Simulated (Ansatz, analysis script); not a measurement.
Records of electronic-structure calculations.

Energy of spin spirals in FeSb. The structure is hexagonal, space group P6_3/mmc (No. 194). Conventional cell: a = 4.060 Å, b = 4.060 Å, c = 5.130 Å, α = 90.00°, β = 90.00°, γ = 120.00°. Nearest to Fe lie 2 Fe at 2.56 Å and 6 Sb at 2.67 Å. Nearest to Sb lie 6 Fe at 2.67 Å. Farther neighbours are not listed. The calculation used PBEsol, PAW set soft_1 (files made for PBE); spin spirals by the generalised Bloch theorem, no spin–orbit coupling (and 2 further levels or steps) in Ansatz 0.2.0 and analysis script 1, with cutoff 420 eV, 12×12×8 k-mesh, Fermi-Dirac occupations, smearing width 0.05 eV, cone angle 90 °, directions locked on, wavevectors 9, starting moments 1.6 1.6 0 0 μB in one of its runs. The lowest point of the path is q = (0.333, 0.333, 0), -65.2 meV a magnetic atom from q = 0 and the highest point is 67.5 meV a magnetic atom. The state at q = (0.333, 0.333, 0) lies 65.2 meV a magnetic atom below the ferromagnetic start, so that start is not the lowest state. The moments change by at most 20 % from their size at q = 0, a modest change. The database entry behind the starting cell differs from later determinations by our own check (0.1 to 0.3 % short, probably kX units). In doubt: warnings of the run leave room for a lower electronic state (Ansatz), so energies may not be the lowest and differences between runs may mislead. The program's warnings: symmetry auto disabled. No spin model is given, since this treatment keeps to cells with one magnetic atom. States with other phases between the sublattices can lie lower than any point of this path. In doubt: the program's search for lower states was switched off, so a lower magnetic state than those reached may exist.

[Hosts, paths, dates, database ids (printed as entryN), source tags and the programs' standing remarks are cut or masked in the printed files.]
